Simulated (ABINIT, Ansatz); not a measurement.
## Converging GW for La2O3 (P-3m1) in ABINIT

Wanted: a converged G0W0 gap of La2O3 (P-3m1), or an estimate of the limit.

Program: ABINIT 10.8.3. Level of theory: PBE and many-body steps on it, plane waves. Results are calculated unless marked as measured.

## Step 1: Starting point

The structure is trigonal, space group P-3m1 (No. 164). The conventional cell has a = 3.931 Å, b = 3.931 Å, c = 6.112 Å, α = 90.00°, β = 90.00°, γ = 120.00°. Nearest to La lie 7 O at 2.36 to 2.72 Å. Nearest to O lie 4 La at 2.36 to 2.44 Å. Nearest to O lie 6 La at 2.72 Å. Farther neighbours and most contacts between anions are not listed.

Structure file:

```cif
data_structure
_symmetry_space_group_name_H-M 'P 1'
_symmetry_Int_Tables_number 1
_cell_length_a 3.9308
_cell_length_b 3.9308
_cell_length_c 6.1120
_cell_angle_alpha 90.000
_cell_angle_beta 90.000
_cell_angle_gamma 120.000
_cell_volume 81.78
loop_
_atom_site_label
_atom_site_type_symbol
_atom_site_fract_x
_atom_site_fract_y
_atom_site_fract_z
_atom_site_occupancy
La1 La 0.66667 0.33333 0.75376 1
La2 La 0.33333 0.66667 0.24624 1
O3 O 0.66667 0.33333 0.35411 1
O4 O 0.33333 0.66667 0.64589 1
O5 O 0.00000 0.00000 0.00000 1
```

The cell and positions are those that the Materials Project relaxed with its own functionals (PBE, PBE+U or r2SCAN), kept fixed. Spin-orbit coupling is left out unless a step names it.

## Step 2: Empty states on the mesh, 3×3×2 mesh, 471 bands

This step: ABINIT 10.8.3; DFT, PBE, plane waves, norm-conserving pseudopotentials.

The sums over transitions need many empty states on a uniform mesh; this step solves for them.

The input, run.abi:

```
acell 3*1.0 Angstrom
rprim 
  3.930777878010 -0.000000000002 0.000000000000
  -1.965388939003 3.404153498992 0.000000000000
  0.000000000000 0.000000000000 6.111953520000
ntypat 2
znucl 57 8
natom 5
typat 1 1 2 2 2
xred 
  0.666666666667 0.333333333333 0.753764320000
  0.333333333333 0.666666666667 0.246235680000
  0.666666666667 0.333333333333 0.354109350000
  0.333333333333 0.666666666667 0.645890650000
  -0.000000000000 -0.000000000000 0.000000000000
pp_dirpath "pseudos"
pseudos "La.upf, O.upf"
ecut 50
ngkpt 3 3 2
nshiftk 1
shiftk 0 0 0
kptopt 1
chksymbreak 0
iscf -2
irdden 1
istwfk *1
nband 471
nbdbuf 42
tolwfr 1e-09
nstep 60
prtvol 0
indata_prefix "in"
outdata_prefix "out"
tmpdata_prefix "tmp"
```

Run with:

```
> OMP_NUM_THREADS=1 mpirun -n 6 abinit run.abi > log
```

Numbers of over 12 decimals in the logs are rounded to 6 here.

Output:

```text
.Version 10.8.3 of ABINIT. v10.8.2 released Aug 2026.

 Symmetries : space group P-3 m 1 (#164); Bravais hP (primitive hexag.)
[... echo of the input left out ...]
== DATASET  1 ==================================================================
-   mpi_nproc: 6, omp_nthreads: 1 (-1 if OMP is not activated)

--- !DatasetInfo
iteration_state: {dtset: 1, }
dimensions: {natom: 5, nkpt: 6, mband: 471, nsppol: 1, nspinor: 1, nspden: 1, mpw: 9367, }
cutoff_energies: {ecut:  50.0, pawecutdg:  -1.0, }
[...]
6.13694    6.16686    6.16686    6.18255    6.18255    6.19925    6.22132    6.22603
   6.22604    6.24099    6.25413    6.25414    6.26841    6.26867    6.26901    6.27797
   6.27884    6.30481    6.30567    6.33906    6.34152    6.34284    6.35523
 prteigrs : prtvol=0 or 1, do not print more k-points.

== END DATASET(S) ==============================================================
================================================================================

 -outvars: echo values of variables after computation  --------
            nband         471
             nkpt           6
          spgroup         164
 [... the other variables as echoed above ...]

 Calculation completed.
```

Wall time 4 min (6 MPI ranks of AMD EPYC 9R45, shared host); peak memory 1 GiB.

This step gave:

| Item | Value |
| --- | --- |
| gap | 3.940 eV |
| k of the valence top | 0.3333, 0, 0.5 |
| k of the conduction bottom | 0.3333, 0.3333, 0 |
| least direct gap | 3.982 eV |
| k points computed | 6 |
| lowest point of the top converged band, above the valence top | 154.9610 eV |

On this mesh the gap is 3.940 eV.

The density comes from a self-consistent run that is not shown.

## Step 3: Screening, 3×3×2 mesh, 71 bands, screening to 95.2 eV

The RPA dielectric matrix is built and inverted for each q.

This step: RPA screening on PBE, plane waves, norm-conserving pseudopotentials.

run.abi: that of step 2 with these lines changed.

```diff
@@ -23,10 +23,11 @@
 chksymbreak 0
-iscf -2
-irdden 1
 istwfk *1
-nband 471
-nbdbuf 42
-tolwfr 1e-09
-nstep 60
-prtvol 0
+occopt 1
+irdwfk 1
+optdriver 3
+nband 71
+ecuteps 3.5
+inclvkb 2
+awtr 1
+symchi 1
 indata_prefix "in"
```

Run with:

```
> OMP_NUM_THREADS=1 mpirun -n 8 abinit run.abi > log
```

Output:

```text
.Version 10.8.3 of ABINIT. v10.8.2 released Aug 2026.

 Symmetries : space group P-3 m 1 (#164); Bravais hP (primitive hexag.)
[... echo of the input left out ...]
== DATASET  1 ==================================================================
-   mpi_nproc: 8, omp_nthreads: 1 (-1 if OMP is not activated)

--- !DatasetInfo
iteration_state: {dtset: 1, }
dimensions: {natom: 5, nkpt: 6, mband: 71, nsppol: 1, nspinor: 1, nspden: 1, mpw: 9367, }
cutoff_energies: {ecut:  50.0, pawecutdg:  -1.0, }
electrons: {nelect:   4.00000000E+01, charge:   0.00000000E+00, occopt:   1.00000000E+00, tsmear:   1.00000000E-02, }

 SCREENING: Calculation of the susceptibility and dielectric matrices

 Based on a program developped by R.W. Godby, V. Olevano, G. Onida, and L. Reining.
 Incorporated in ABINIT by V. Olevano, G.-M. Rignanese, and M. Torrent.
.Using double precision arithmetic ; gwpc =  8

[... cell and pseudopotentials left out ...]
--------------------------------------------------------------------------------

 ==== K-mesh for the wavefunctions ====
 Number of points in the irreducible wedge :     6
[... list of points left out ...]
 Together with 12 symmetry operations and time-reversal symmetry
 yields    18 points in the full Brillouin Zone.

 ==== Q-mesh for the screening function ====
 Number of points in the irreducible wedge :     6
[... list of points left out ...]
 Together with 12 symmetry operations and time-reversal symmetry
 yields    18 points in the full Brillouin Zone.

 setmesh: FFT mesh size selected  =    25x   25x   48
          total number of points  =        30000

 vcoul_init : cutoff-mode = AUXILIARY_FUNCTION
 q-points for optical limit:   1
     1)      0.000010    0.000020    0.000030

- screening: taking advantage of time-reversal symmetry
- Maximum band index for partially occupied states nbvw = 20
- Remaining bands to be divided among processors   nbcw = 51
- Number of bands treated by each node ~6

 Number of electrons calculated from density =   40.0000; Expected =   40.0000
 average of density, n =  0.072476
 r_s =    1.4879
 omega_plasma =   25.9689 [eV]

 calculating chi0 at frequencies [eV] :
  1    0.000000E+00    0.000000E+00
  2    0.000000E+00    2.596889E+01

--------------------------------------------------------------------------------
  q-point number  1        q = ( 0.000000, 0.000000, 0.000000) [r.l.u.]
--------------------------------------------------------------------------------
[... chi0 elements left out ...]
 For q-point:  0.000010 0.000020 0.000030
  dielectric constant =   4.5663
  dielectric constant without local fields =   4.9044

  Average fulfillment of the sum rule on Im[epsilon] for q-point    1 :     43.70  [%]
[... wings left out ...]
  q-point number  2        q = ( 0.333333, 0.000000, 0.000000) [r.l.u.]
--------------------------------------------------------------------------------
[... chi0 elements left out ...]
  Average fulfillment of the sum rule on Im[epsilon] for q-point    2 :     54.06  [%]

 [... 4 further q-points ...]
```

Wall time 7 s (8 MPI ranks); peak memory 1.8 GiB.

This step gave:

| Item | Value |
| --- | --- |
| ε∞ with local fields, on this mesh, along the program's q direction | 4.566 |
| the same without local fields | 4.904 |
| plasma frequency | 25.97 eV |
| plane waves in the screening matrix | 183 |

Local fields lower ε∞ by 7 %. On a Γ-centred mesh this coarse the value itself is usually too large, while a short band sum pulls it down.

## Step 4: 71 bands, 95.2 eV

The self-energy is evaluated for the states that the input lists, and the levels follow from it, in one-shot runs by the linearised quasiparticle equation.

This step: G0W0 on PBE, plane waves, norm-conserving pseudopotentials.

run.abi: that of step 3 with these lines changed.

```diff
@@ -26,8 +26,19 @@
 irdwfk 1
-optdriver 3
+optdriver 4
 nband 71
+gwcalctyp 0
+ecutsigx 50
+symsigma 1
+nkptgw 3
+kptgw 
+  0.3333333333 0.0000000000 0.5000000000
+  0.3333333333 0.3333333333 0.0000000000
+  0.0000000000 0.0000000000 0.0000000000
+bdgw 
+  19 22
+  19 23
+  18 23
 ecuteps 3.5
-inclvkb 2
-awtr 1
-symchi 1
+irdscr 1
+ppmodel 1
 indata_prefix "in"
```

Output:

```text
.Version 10.8.3 of ABINIT. v10.8.2 released Aug 2026.

 Symmetries : space group P-3 m 1 (#164); Bravais hP (primitive hexag.)
[... echo of the input left out ...]
== DATASET  1 ==================================================================
-   mpi_nproc: 8, omp_nthreads: 1 (-1 if OMP is not activated)

--- !DatasetInfo
iteration_state: {dtset: 1, }
dimensions: {natom: 5, nkpt: 6, mband: 71, nsppol: 1, nspinor: 1, nspden: 1, mpw: 9367, }
cutoff_energies: {ecut:  50.0, pawecutdg:  -1.0, }
electrons: {nelect:   4.00000000E+01, charge:   0.00000000E+00, occopt:   1.00000000E+00, tsmear:   1.00000000E-02, }

 SIGMA: Calculation of the GW corrections

 Based on a program developped by R.W. Godby, V. Olevano, G. Onida, and L. Reining.
 Incorporated in ABINIT by V. Olevano, G.-M. Rignanese, and M. Torrent.
.Using double precision arithmetic ; gwpc =  8

[... cell and pseudopotentials left out ...]
--------------------------------------------------------------------------------

 ==== K-mesh for the wavefunctions ====
 Number of points in the irreducible wedge :     6
[... list of points left out ...]
 Together with 12 symmetry operations and time-reversal symmetry
 yields    18 points in the full Brillouin Zone.

 ==== Q-mesh for screening function ====
 Number of points in the irreducible wedge :     6
[... list of points left out ...]
 Together with 12 symmetry operations and time-reversal symmetry
 yields    18 points in the full Brillouin Zone.

 vcoul_init : cutoff-mode = AUXILIARY_FUNCTION
 q-points for optical limit:   1
     1)      0.000010    0.000020    0.000030
 setmesh: FFT mesh size selected  =    45x   45x   75
          total number of points  =       151875

 Number of electrons calculated from density =   40.0000; Expected =   40.0000
 average of density, n =  0.072476
 r_s =    1.4879
 omega_plasma =   25.9689 [eV]

 === KS Band Gaps ===
  >>>> For spin  1
   Minimum direct gap =   3.9821 [eV], located at k-point      :   0.3333  0.3333  0.0000
   Fundamental gap    =   3.9403 [eV], Top of valence bands at :   0.3333  0.0000  0.5000
                                       Bottom of conduction at :   0.3333  0.3333  0.0000
 SIGMA fundamental parameters:
 PLASMON POLE MODEL  1
 number of plane-waves for SigmaX                 9367
 number of plane-waves for SigmaC and W            183
 number of plane-waves for wavefunctions          9367
 number of bands                                    71
 number of independent spin polarizations            1
 number of spinorial components                      1
 number of k-points in IBZ                           6
 number of q-points in IBZ                           6
 number of symmetry operations                      12
 number of k-points in BZ                           18
 number of q-points in BZ                           18
 number of frequencies for dSigma/dE                 9
 frequency step for dSigma/dE [eV]                0.25
 number of omega for Sigma on real axis              0
 max omega for Sigma on real axis  [eV]           0.00
 zcut for avoiding poles [eV]                     0.10

 EPSILON^-1 parameters (SCR file):
 dimension of the eps^-1 matrix on file            183
 dimension of the eps^-1 matrix used               183
 number of plane-waves for wavefunctions          9367
 number of bands                                    71
 number of q-points in IBZ                           6
 number of frequencies                               2
 number of real frequencies                          1
 number of imag frequencies                          1

 matrix elements of self-energy operator (all in [eV])

 Perturbative Calculation

--- !SelfEnergy_ee
iteration_state: {dtset: 1, }
kpoint     : [   0.333,    0.000,    0.500, ]
spin       : 1
KS_gap     :    4.466
QP_gap     :    7.075
Delta_QP_KS:    2.610
data: !SigmaeeData |
     Band     E0 <VxcDFT>   SigX SigC(E0)      Z dSigC/dE  Sig(E)    E-E0       E
       19   5.682 -18.475 -23.105   4.829   0.771  -0.296 -18.322   0.154   5.836
       20   5.935 -18.990 -23.520   4.776   0.773  -0.294 -18.800   0.190   6.125
       21  10.400 -13.777  -5.562  -4.754   0.809  -0.236 -10.977   2.799  13.200
       22  10.762 -13.694  -5.101  -4.968   0.808  -0.238 -10.766   2.928  13.689

--- !SelfEnergy_ee
iteration_state: {dtset: 1, }
kpoint     : [   0.333,    0.333,    0.000, ]
spin       : 1
KS_gap     :    3.982
QP_gap     :    5.236
Delta_QP_KS:    1.254
data: !SigmaeeData |
     Band     E0 <VxcDFT>   SigX SigC(E0)      Z dSigC/dE  Sig(E)    E-E0       E
       19   5.221 -17.724 -22.695   4.928   0.768  -0.303 -17.757  -0.032   5.189
       20   5.893 -19.229 -23.698   4.746   0.780  -0.283 -19.013   0.216   6.109
[...]
--- !SelfEnergy_ee
iteration_state: {dtset: 1, }
kpoint     : [   0.000,    0.000,    0.000, ]
spin       : 1
KS_gap     :    4.412
QP_gap     :    6.656
Delta_QP_KS:    2.244
data: !SigmaeeData |
     Band     E0 <VxcDFT>   SigX SigC(E0)      Z dSigC/dE  Sig(E)    E-E0       E
[...]
21  10.301 -11.820  -3.888  -4.908   0.820  -0.219  -9.340   2.480  12.781
       22  10.583 -12.686  -4.857  -4.819   0.817  -0.225 -10.228   2.458  13.041
       23  10.583 -12.686  -4.857  -4.819   0.817  -0.225 -10.228   2.458  13.041

== END DATASET(S) ==============================================================
================================================================================

 -outvars: echo values of variables after computation  --------
           etotal      0.0000000000E+00
            nband          71
             nkpt           6
          spgroup         164
 [... the other variables as echoed above ...]

 Calculation completed.
```

Run time: 3.9 s. Hardware: 8 MPI ranks; peak memory 1.2 GiB; 30 s of CPU time.

Numbers from this step:

```yaml
g0w0_gap_on_the_points_computed: 5.220 eV
starting_gap_on_the_mesh: 3.940 eV
k_of_the_valence_top: 0.3333, 0, 0.5
k_of_the_conduction_bottom: 0.3333, 0.3333, 0
z_at_the_valence_top: 0.773
z_at_the_conduction_bottom: 0.831
least_direct_g0w0_gap_on_the_computed_points: 5.236 eV
```

The gap on the mesh goes from 3.94 eV to 5.22 eV, a correction of +1.28 eV.

## Step 5: Screening, 3×3×2 mesh, 186 bands, screening to 176.9 eV

This step: RPA screening on PBE, plane waves, norm-conserving pseudopotentials.

run.abi: that of step 4 with these lines changed.

```diff
@@ -26,19 +26,8 @@
 irdwfk 1
-optdriver 4
-nband 71
-gwcalctyp 0
-ecutsigx 50
-symsigma 1
-nkptgw 3
-kptgw 
-  0.3333333333 0.0000000000 0.5000000000
-  0.3333333333 0.3333333333 0.0000000000
-  0.0000000000 0.0000000000 0.0000000000
-bdgw 
-  19 22
-  19 23
-  18 23
-ecuteps 3.5
-irdscr 1
-ppmodel 1
+optdriver 3
+nband 186
+ecuteps 6.5
+inclvkb 2
+awtr 1
+symchi 1
 indata_prefix "in"
```

Output:

```text
.Version 10.8.3 of ABINIT. v10.8.2 released Aug 2026.

 Symmetries : space group P-3 m 1 (#164); Bravais hP (primitive hexag.)
[... echo of the input left out ...]
== DATASET  1 ==================================================================
-   mpi_nproc: 8, omp_nthreads: 1 (-1 if OMP is not activated)

--- !DatasetInfo
iteration_state: {dtset: 1, }
dimensions: {natom: 5, nkpt: 6, mband: 186, nsppol: 1, nspinor: 1, nspden: 1, mpw: 9367, }
cutoff_energies: {ecut:  50.0, pawecutdg:  -1.0, }
electrons: {nelect:   4.00000000E+01, charge:   0.00000000E+00, occopt:   1.00000000E+00, tsmear:   1.00000000E-02, }

 SCREENING: Calculation of the susceptibility and dielectric matrices

 Based on a program developped by R.W. Godby, V. Olevano, G. Onida, and L. Reining.
 Incorporated in ABINIT by V. Olevano, G.-M. Rignanese, and M. Torrent.
.Using double precision arithmetic ; gwpc =  8

[... cell and pseudopotentials left out ...]
--------------------------------------------------------------------------------

 ==== K-mesh for the wavefunctions ====
 Number of points in the irreducible wedge :     6
[... list of points left out ...]
 Together with 12 symmetry operations and time-reversal symmetry
 yields    18 points in the full Brillouin Zone.

 ==== Q-mesh for the screening function ====
 Number of points in the irreducible wedge :     6
[... list of points left out ...]
 Together with 12 symmetry operations and time-reversal symmetry
 yields    18 points in the full Brillouin Zone.

 setmesh: FFT mesh size selected  =    27x   27x   50
          total number of points  =        36450

 vcoul_init : cutoff-mode = AUXILIARY_FUNCTION
 q-points for optical limit:   1
     1)      0.000010    0.000020    0.000030

- screening: taking advantage of time-reversal symmetry
- Maximum band index for partially occupied states nbvw = 20
- Remaining bands to be divided among processors   nbcw = 166
- Number of bands treated by each node ~20

 Number of electrons calculated from density =   40.0000; Expected =   40.0000
 average of density, n =  0.072476
 r_s =    1.4879
 omega_plasma =   25.9689 [eV]

 calculating chi0 at frequencies [eV] :
  1    0.000000E+00    0.000000E+00
  2    0.000000E+00    2.596889E+01

--------------------------------------------------------------------------------
  q-point number  1        q = ( 0.000000, 0.000000, 0.000000) [r.l.u.]
--------------------------------------------------------------------------------
[... chi0 elements left out ...]
 For q-point:  0.000010 0.000020 0.000030
  dielectric constant =   4.5577
  dielectric constant without local fields =   4.9539

  Average fulfillment of the sum rule on Im[epsilon] for q-point    1 :     77.05  [%]
[... wings left out ...]
  q-point number  2        q = ( 0.333333, 0.000000, 0.000000) [r.l.u.]
--------------------------------------------------------------------------------
[... chi0 elements left out ...]
  Average fulfillment of the sum rule on Im[epsilon] for q-point    2 :     81.95  [%]

 [... 4 further q-points ...]
```

Elapsed: 19 s, on 8 MPI ranks; peak memory 2.6 GiB; 2.5 min of CPU time.

Numbers from this step:

| Property | Result |
| --- | --- |
| ε∞ with local fields, on this mesh, along the program's q direction | 4.558 |
| the same without local fields | 4.954 |
| plasma frequency | 25.97 eV |
| plane waves in the screening matrix | 439 |

(Part 1 of 2 ends here.)

[Paths, hosts, dates, memory and timing lines, banners, echoed tables and standing remarks are left out of the program output.]

[Logs are printed without paths, hosts, clocks, repeated set-up lines and the standing remarks that a program may print on its own settings, such as how far it seeks lower states.]

[Runs of the session that timed out or met a known fault of the program may be left out.]

[Hosts, paths, dates, database ids (printed as entryN), source tags and the programs' standing remarks are cut or masked in the printed files.]

[G0W0 gaps are taken among the corrected bands and points alone; a level outside them can change the order at an edge.]

[Where Ansatz stands beside ABINIT at settings called matched, ABINIT's density can come from a denser mesh and the files from another edition; pairs whose starting gaps differed by over 0.03 eV were left out, so agreement reads better than it is.]
